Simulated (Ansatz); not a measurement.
# Relaxing a frame of liquid dimethyl carbonate from 300 K (108 atoms)

Aim: bring a frame of liquid dimethyl carbonate from 300 K (108 atoms) to a nearby minimum of the energy and see what moves.

Program: Ansatz 0.2.0. Level of theory: Kohn-Sham DFT, r2SCAN+D3(BJ), PAW (set soft_2), plane waves. Results are calculated unless marked as measured.

### Step 1. Starting point

The cell holds 108 atoms: 27 C, 27 O and 54 H. Its edges and angles: a = 10.785 Å, b = 10.785 Å, c = 10.785 Å, α = 90.0°, β = 90.0°, γ = 90.0°. 9 dimethyl carbonate placed at random, at 1.07 g/cm³; overlaps pushed apart, then 10 ps at 400 K with MMFF94 bonds, angles, torsions, charges and radii (Halgren, J. Comput. Chem. 17, 490 (1996)) in harmonic and 12-6 forms. Snapshot after 20 ps at 300 K and fixed volume. The starting density is a measured one.

Before any run, some limits are plain. The network of contacts between molecules at the start is that of the classical potential that made the cell. Sampling is at Γ alone, for a cell whose shortest periodic width is 11 Å.

### Step 2. Single point at the start

A single point comes first, to see the forces before anything moves.

input.yaml reads:

```yaml
crystal:
  lattice:
    - [10.78542, 0.0, 0.0]
    - [0.0, 10.78542, 0.0]
    - [0.0, 0.0, 10.78542]
  atoms:
    - { symbol: C, position: [0.86534, 0.1232, 0.71222] }
    - { symbol: O, position: [0.80217, 0.13494, 0.83102] }
    - { symbol: C, position: [0.7561, 0.02363, 0.86591] }
    - { symbol: O, position: [0.77639, 0.92646, 0.81591] }
    [... 98 atom lines left out ...]
    - { symbol: H, position: [0.87786, 0.55174, 0.65974] }
    - { symbol: H, position: [0.93098, 0.45874, 0.78972] }
    - { symbol: H, position: [0.82656, 0.58762, 0.8087] }
    - { symbol: H, position: [0.50222, 0.20023, 0.95364] }
    - { symbol: H, position: [0.63173, 0.26677, 0.0265] }
    - { symbol: H, position: [0.48086, 0.3569, 0.99859] }
kpoints:
  mp_grid: { grid: [1, 1, 1] }
hamiltonian:
  xc: r2scan
  dispersion: d3bj
scf:
  occupations: { method: fixed }
output:
  forces: true
  stress: true
  populations: true
  dos:
    method: { smearing: { sigma: 0.08 } }
    de: 0.1
    projected: { site_lists: { C: [C], H: [H], O: [O] } }
  eigenvalues: true
```

Run with:

```bash
ansatz run input.yaml --threads 4 --pin off --max-ram 8192MiB --backend cpu --events-out ev --progress --plain --runs-dir out
```

The job ended after 13 s (4 threads of AMD EPYC 9R45, shared host; peak memory 3 GiB; 48 s of CPU time).

Notices of the run: dispersion damping borrowed.

Read from the output:

| Item | Value |
| --- | --- |
| free energy | -22994.9201 eV |
| free energy per atom | -212.9159 eV/atom |
| SCF cycles | 10 |
| pressure | -1.387 GPa |
| r.m.s. force component | 1.035 eV/Å |
| longest force | 4.21 eV/Å |
| Fermi energy | -2.233 eV |
| gap (highest filled to lowest empty level) | 5.972 eV |
| spilling of the projection | 0.01407 |

The r.m.s. force component of 1.0 eV/Å and the pressure of -1.4 GPa set the starting point.

Neighbours are counted within 1.34 Å (H-C), 1.73 Å (C-O).

Length of the force by element and coordination:

| element | coordination | atoms | mean length of the force (eV/Å) | spread | least | most |
| --- | --- | --- | --- | --- | --- | --- |
| C | all | 27 | 2.04 | 0.600 | 1.20 | 3.31 |
| C | 3 | 9 | 1.84 | 0.633 | 1.25 | 3.11 |
| C | 4 | 18 | 2.13 | 0.558 | 1.20 | 3.31 |
| H | all | 54 | 1.10 | 0.474 | 0.233 | 2.25 |
| O | all | 27 | 2.09 | 1.07 | 0.643 | 4.21 |
| O | 1 | 9 | 1.93 | 1.03 | 0.648 | 3.83 |
| O | 2 | 18 | 2.17 | 1.08 | 0.643 | 4.21 |

### Step 3. Relaxation

The atoms are relaxed in the fixed cell, aiming at the force tolerance of the input.

input.yaml, the sections that differ from step 2:

```yaml
output:
  forces: true
relax:
  f_tol: 0.05
  max_steps: 200
# crystal, kpoints, hamiltonian, scf: as in step 2
```

Wall time 3.3 min (4 threads); peak memory 3 GiB.

Step by step (22 of 27):

| step | energy less that of the first step (eV) | largest force component (eV/Å) |
| --- | --- | --- |
| 1 | 0.0000 | 4.0873 |
| 2 | -4.0685 | 1.8782 |
| 3 | -4.7173 | 1.1705 |
| 5 | -5.3042 | 0.3669 |
| 6 | -5.3991 | 0.3433 |
| 7 | -5.4652 | 0.3132 |
| 8 | -5.5146 | 0.3672 |
| 10 | -5.5827 | 0.4300 |
| 11 | -5.6110 | 0.3743 |
| 12 | -5.6350 | 0.2809 |
| 13 | -5.6508 | 0.2878 |
| 15 | -5.6773 | 0.3091 |
| 16 | -5.6896 | 0.3963 |
| 17 | -5.6979 | 0.4549 |
| 18 | -5.7054 | 0.3318 |
| 20 | -5.7185 | 0.0882 |
| 21 | -5.7193 | 0.2649 |
| 22 | -5.7255 | 0.1046 |
| 23 | -5.7281 | 0.0412 |
| 25 | -5.7329 | 0.1059 |
| 26 | -5.7344 | 0.0500 |
| 27 | -5.7352 | 0.0295 |

The atoms that moved most (Å):

| atom | dx | dy | dz | length |
| --- | --- | --- | --- | --- |
| H91 | 0.081 | -1.405 | -1.433 | 2.009 |
| H59 | -0.440 | -1.101 | -1.463 | 1.883 |
| H60 | -0.395 | -1.489 | -0.176 | 1.550 |
| H8 | 1.452 | -0.494 | 0.135 | 1.540 |
| H9 | 1.096 | 0.568 | 0.769 | 1.455 |
| H79 | -1.066 | -0.344 | -0.690 | 1.316 |
| H92 | -0.529 | -0.994 | 0.401 | 1.195 |
| H43 | -0.308 | -0.340 | 1.094 | 1.186 |

The relaxation changed the energy by -53.1 meV/atom, and atoms moved by 0.80 Å r.m.s., 2.0 Å at most.

### Step 4. Local order after relaxation

Bonds before and after, by the cutoffs listed below:

| pair | bonds before | bonds after | mean before (Å) | mean after (Å) | spread before (Å) | spread after (Å) |
| --- | --- | --- | --- | --- | --- | --- |
| H-C | 54 | 54 | 1.092 | 1.087 | 0.030 | 0.002 |
| C-O | 45 | 45 | 1.359 | 1.352 | 0.080 | 0.086 |

Density 1.07 g/cm³, 11.62 Å³ an atom.

Pair distribution functions g(r), in bins of 0.2 Å:

| r (Å) | total | H-H | H-C | H-O | C-C | C-O | O-O |
| --- | --- | --- | --- | --- | --- | --- | --- |
| 1.00 | 4.00 | 0.00 | 16.00 | 0.00 | 0.00 | 0.00 | 0.00 |
| 1.20 | 0.52 | 0.00 | 0.00 | 0.00 | 0.00 | 4.11 | 0.00 |
| 1.40 | 1.64 | 0.00 | 0.00 | 0.00 | 0.00 | 13.05 | 0.00 |
| 1.60 | 0.00 | 0.00 | 0.00 | 0.00 | 0.00 | 0.00 | 0.00 |
| 1.80 | 1.47 | 5.85 | 0.00 | 0.00 | 0.00 | 0.00 | 0.00 |
| 2.00 | 1.09 | 0.00 | 0.00 | 4.37 | 0.00 | 0.00 | 0.00 |
| 2.20 | 0.46 | 0.00 | 0.00 | 0.00 | 0.00 | 0.00 | 7.37 |
| 2.40 | 0.40 | 0.24 | 0.00 | 0.24 | 4.56 | 0.00 | 0.00 |
| 2.60 | 1.26 | 0.49 | 1.73 | 1.95 | 0.00 | 1.74 | 0.00 |
| 2.80 | 0.75 | 1.14 | 0.22 | 1.64 | 0.00 | 0.00 | 0.00 |
| 3.00 | 0.59 | 0.95 | 0.52 | 0.68 | 0.00 | 0.37 | 0.00 |
| 3.20 | 0.78 | 0.70 | 1.45 | 0.54 | 0.00 | 0.54 | 0.66 |
| 3.40 | 0.90 | 0.80 | 0.95 | 0.83 | 0.35 | 1.73 | 0.34 |
| 3.60 | 0.92 | 0.88 | 1.46 | 0.55 | 0.41 | 1.07 | 0.63 |
| 3.80 | 1.24 | 0.83 | 1.38 | 1.90 | 1.41 | 0.72 | 0.58 |
| 4.00 | 0.91 | 0.93 | 0.84 | 0.90 | 1.86 | 0.81 | 0.43 |
| 4.20 | 1.08 | 1.07 | 0.80 | 1.58 | 1.47 | 0.65 | 0.78 |
| 4.40 | 1.12 | 1.08 | 1.13 | 1.08 | 1.06 | 1.19 | 1.40 |
| 4.60 | 1.06 | 1.12 | 0.92 | 1.05 | 2.11 | 0.49 | 1.43 |
| 4.80 | 1.15 | 1.26 | 1.41 | 0.92 | 0.90 | 0.94 | 1.31 |
| 5.00 | 1.11 | 1.07 | 1.31 | 0.94 | 0.82 | 1.40 | 0.93 |
| 5.20 | 1.00 | 1.05 | 0.97 | 0.93 | 0.86 | 1.31 | 0.80 |

Bonds by pair of elements; cutoffs follow the first minimum of g(r), held within bounds set by covalent radii, and pairs that aren't listed don't count as bonded:

| pair A-B | cutoff (Å) | bonds | mean length (Å) | spread (Å) | shortest (Å) | B about A | A about B |
| --- | --- | --- | --- | --- | --- | --- | --- |
| H-C | 1.34 | 54 | 1.09 | 0.002 | 1.08 | 1 | 2 |
| C-O | 1.73 | 45 | 1.35 | 0.086 | 1.21 | 1.67 | 1.67 |

How many atoms have how many bonded neighbours:

| element | mean | 1 | 2 | 3 | 4 |
| --- | --- | --- | --- | --- | --- |
| C | 3.67 | 0 | 0 | 9 | 18 |
| H | 1 | 54 | 0 | 0 | 0 |
| O | 1.67 | 9 | 18 | 0 | 0 |

Bond angles, per cent of each kind in bins of 5°:

| angle (°) | H-C-H | H-C-O | O-C-O | C-O-C |
| --- | --- | --- | --- | --- |
| 100–105 | 0.0 | 1.8 | 0.0 | 0.0 |
| 105–110 | 22.2 | 42.6 | 33.3 | 0.0 |
| 110–115 | 77.8 | 55.6 | 0.0 | 94.4 |
| 115–120 | 0.0 | 0.0 | 0.0 | 5.6 |
| 120–125 | 0.0 | 0.0 | 0.0 | 0.0 |
| 125–130 | 0.0 | 0.0 | 66.7 | 0.0 |

Bond angles (no mean is given where the spread exceeds 20°):

| angle | count | mean (°) | spread (°) |
| --- | --- | --- | --- |
| H-C-H | 54 | 110 | 0.5 |
| H-C-O | 54 | 109 | 2.3 |
| O-C-O | 27 | 120 | 8.5 |
| C-O-C | 18 | 114 | 0.3 |

Bond length by coordination (bonds to H left out):

| element | coordination | atoms | mean bond length (Å) |
| --- | --- | --- | --- |
| C | 3 | 9 | 1.29 |
| C | 4 | 18 | 1.44 |
| O | 1 | 9 | 1.21 |
| O | 2 | 18 | 1.39 |

With the cutoffs above, 67 % of C atoms have 4, all H atoms have 1 and 67 % of O atoms have 2 bonded neighbours. The H-C-H angle averages 110° with a spread of 0.5°.

### Step 5. Single point at the relaxed geometry

One more single point at the end of the walk gives the fuller output and checks the residual forces.

input.yaml reads:

```yaml
crystal:
  lattice:
    - [10.78542, 0.0, 0.0]
    - [0.0, 10.78542, 0.0]
    - [0.0, 0.0, 10.78542]
  atoms:
    - { symbol: C, position: [0.94937, 0.13075, 0.72984] }
    - { symbol: O, position: [0.83997, 0.1314, 0.80631] }
    - { symbol: C, position: [0.80671, 0.0205, 0.84921] }
    - { symbol: O, position: [0.86019, 0.92363, 0.83008] }
    [... 98 atom lines left out ...]
    - { symbol: H, position: [0.9117, 0.48614, 0.61298] }
    - { symbol: H, position: [0.95488, 0.45444, 0.7697] }
    - { symbol: H, position: [0.86113, 0.58523, 0.7356] }
    - { symbol: H, position: [0.48137, 0.26129, 0.92154] }
    - { symbol: H, position: [0.6282, 0.24744, 0.99604] }
    - { symbol: H, position: [0.55135, 0.39372, 0.99294] }
kpoints:
  mp_grid: { grid: [1, 1, 1] }
hamiltonian:
  xc: r2scan
  dispersion: d3bj
scf:
  occupations: { method: fixed }
output:
  forces: true
  stress: true
  populations: true
  dos:
    method: { smearing: { sigma: 0.1 } }
    de: 0.1
    projected: { site_lists: { C: [C], H: [H], O: [O] } }
  eigenvalues: true
  write_density: true
  write_potential: true
  volumetric_format: npy
```

The job ended after 13 s (4 threads; peak memory 3 GiB; 50 s of CPU time).

The program notes that the exchange-correlation potential is rough where the density is thin.

The run gave:

```
free energy                                      : -23000.6552 eV
free energy per atom                             : -212.9690 eV/atom
SCF cycles                                       : 10
pressure                                         : -0.4097 GPa
r.m.s. force component                           : 0.006 eV/Å
longest force                                    : 0.0345 eV/Å
Fermi energy                                     : -2.436 eV
gap (highest filled to lowest empty level) : 6.273 eV
spilling of the projection                       : 0.01444
```

Löwdin charges by element and coordination (they lack the spilled electrons, 0.043 e an atom on average):

| element | coordination | atoms | mean charge (e) | spread | least | most |
| --- | --- | --- | --- | --- | --- | --- |
| C | all | 27 | 0.109 | 0.457 | -0.227 | 0.757 |
| C | 3 | 9 | 0.755 | 0.0022 | 0.75 | 0.757 |
| C | 4 | 18 | -0.213 | 0.0061 | -0.227 | -0.204 |
| H | all | 54 | 0.208 | 0.0103 | 0.194 | 0.232 |
| O | all | 27 | -0.353 | 0.0855 | -0.48 | -0.282 |
| O | 1 | 9 | -0.473 | 0.005 | -0.48 | -0.464 |
| O | 2 | 18 | -0.292 | 0.0051 | -0.301 | -0.282 |

Density of states as counts of states in windows of 1 eV (from the Fermi level), total and the larger projections:

| from (eV) | to (eV) | total | O p | C p | H s | O s | C s |
| --- | --- | --- | --- | --- | --- | --- | --- |
| -18 | -13 | 0.0 | 0.0 | 0.0 | 0.0 | 0.0 | 0.0 |
| -13 | -12 | 18.0 | 6.2 | 1.0 | 3.2 | 0.1 | 7.2 |
| -12 | -11 | 5.5 | 0.8 | 0.3 | 1.7 | 0.2 | 2.4 |
| -11 | -10 | 12.5 | 1.9 | 0.7 | 3.8 | 0.5 | 5.4 |
| -10 | -9 | 0.0 | 0.0 | 0.0 | 0.0 | 0.0 | 0.0 |
| -9 | -8 | 2.3 | 0.6 | 0.6 | 0.4 | 0.3 | 0.4 |
| -8 | -7 | 20.2 | 6.3 | 5.3 | 3.3 | 2.3 | 2.6 |
| -7 | -6 | 22.4 | 10.4 | 8.6 | 1.7 | 1.0 | 0.2 |
| -6 | -5 | 27.0 | 14.7 | 6.6 | 1.7 | 3.2 | 0.3 |
| -5 | -4 | 36.4 | 11.4 | 16.0 | 7.5 | 0.7 | 0.2 |
| -4 | -3 | 26.9 | 9.1 | 11.8 | 5.0 | 0.6 | 0.1 |
| -3 | -2 | 30.9 | 9.7 | 12.0 | 7.4 | 1.3 | 0.0 |
| -2 | -1 | 14.1 | 7.9 | 2.8 | 2.3 | 0.7 | 0.1 |
| -1 | 0 | 50.9 | 43.2 | 3.0 | 4.1 | 0.0 | 0.1 |
| 0 | 1 | 2.7 | 2.7 | 0.0 | 0.0 | 0.0 | 0.0 |
| 1 | 5 | 0.0 | 0.0 | 0.0 | 0.0 | 0.0 | 0.0 |

With fixed occupations the program's Fermi level is the highest filled level; weight inside the gap is the broadening of levels at its edges.

Between -24 and -18 eV lie 54 more states.

The levels nearest the highest filled one (over half full), pooled over k-points and spins:

| level less the highest filled one (eV) | occupation |
| --- | --- |
| -0.138 | 2 |
| -0.0957 | 2 |
| -0.0787 | 2 |
| -0.0773 | 2 |
| -0.0317 | 2 |
| 0 | 2 |
| 6.27 | 0 |
| 6.92 | 0 |
| 6.97 | 0 |
| 7.04 | 0 |
| 7.07 | 0 |
| 7.10 | 0 |

Mean Löwdin charges: C +0.11, H +0.21, O -0.35 e (they miss 1.4 % of the electrons, so they add up to more than the cell's charge). The largest share in the top eV of filled states is O p (86 % of the projected weight), and in the lowest eV of empty states C p (48 % of the projected weight).

### Step 6. What came out

```
energy change in the relaxation                  : -53.1 meV/atom
r.m.s. displacement                              : 0.796 Å
largest displacement                             : 2.009 Å
free energy per atom                             : -212.9690 eV/atom
pressure                                         : -0.4097 GPa
r.m.s. force component                           : 0.006 eV/Å
gap (highest filled to lowest empty level) : 6.273 eV
wall time of the 3 DFT runs                      : 3.7 min
```

What this shows: Relaxation lowers the energy by 53.1 meV/atom and moves atoms by 0.80 Å r.m.s.; the r.m.s. force component goes from 1.0 to 0.006 eV/Å, the pressure goes from -1.4 to -0.41 GPa, and the gap from 5.97 to 6.27 eV. By the final cutoffs no bond was broken or made. From the first step to the last the energy fell by 5.735 eV, and the largest move was 2.01 Å (H91). The C-O bonds change most in mean length: from 1.359 Å (spread 0.080) to 1.352 Å (spread 0.086). With the cutoffs above, 67 % of C atoms have 4, all H atoms have 1 and 67 % of O atoms have 2 bonded neighbours. Between filled and empty levels lie 6.27 eV (at Γ alone); a semilocal functional tends to put such gaps too low. In a disordered cell it changes from sample to sample and from frame to frame.

What to keep in mind: The network of contacts between molecules at the start is that of the classical potential that made the cell; in DFT atoms moved by 0.80 Å r.m.s.

[Logs are printed without paths, hosts, clocks, repeated set-up lines and the standing remarks that a program may print on its own settings, such as how far it seeks lower states.]

[Hosts, paths, dates, database ids (printed as entryN), source tags and the programs' standing remarks are cut or masked in the printed files.]

[The MMFF94 radii named for the starting cell were scaled by 0.96; in molecules described by MMFF94, hydrogen bound to N, O or S took a small fixed 12-6 site in their place.]
